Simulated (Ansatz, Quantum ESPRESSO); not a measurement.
# 1T-ZrS2, 3 layers, AA stacking against a metal electrode: the electrode's level over the Fermi level at a withheld member of a series

Method. Quantum ESPRESSO 7.5, PBE, GBRV ultrasoft. The slab is relaxed neutral under PBE-D3(BJ), then held. ESM with bc3: vacuum below and a metal electrode about 6 Å above the top atoms. Fermi-Dirac smearing of 0.004 Ry and a dense mesh. Charges are set per cell from the starting area. The series steps the charge of the slab (positive: electrons removed).

```tsv
charge of the slab	electrode's level over the Fermi level (eV)
1 ×10¹³ e/cm²	7.388
2 ×10¹³ e/cm²	8.527
3 ×10¹³ e/cm²	9.640
4.5 ×10¹³ e/cm²	11.297
7 ×10¹³ e/cm²	14.043
8 ×10¹³ e/cm²	15.139
```

One more run was made and is withheld. What is the electrode's level over the Fermi level at 6 ×10¹³ e/cm²?

**Worked estimate.** The rows at 4.5 ×10¹³ e/cm² and 7 ×10¹³ e/cm² give a slope of (14.043 − (11.297))/(7 − (4.5)) = 1.098, so a straight line gives 12.945 eV. A parabola through these and the row at 3 ×10¹³ e/cm² gives 12.947 eV.

**Check.** 12.946 eV. The line misses by −0.001 and the parabola by +0.001 eV. Both misses are under 5 % of the step from the nearer row.

Caveats: Vacuum fills the gap; ions don't answer the charge; added electrons can spill towards the electrode at the most negative charges. Charges count on the starting cell, which the relaxation changed by some per cent. Members without a usable value, or on the other side of zero field or charge, are not listed.

[Logs are printed without paths, hosts, clocks, repeated set-up lines and the standing remarks that a program may print on its own settings, such as how far it seeks lower states.]
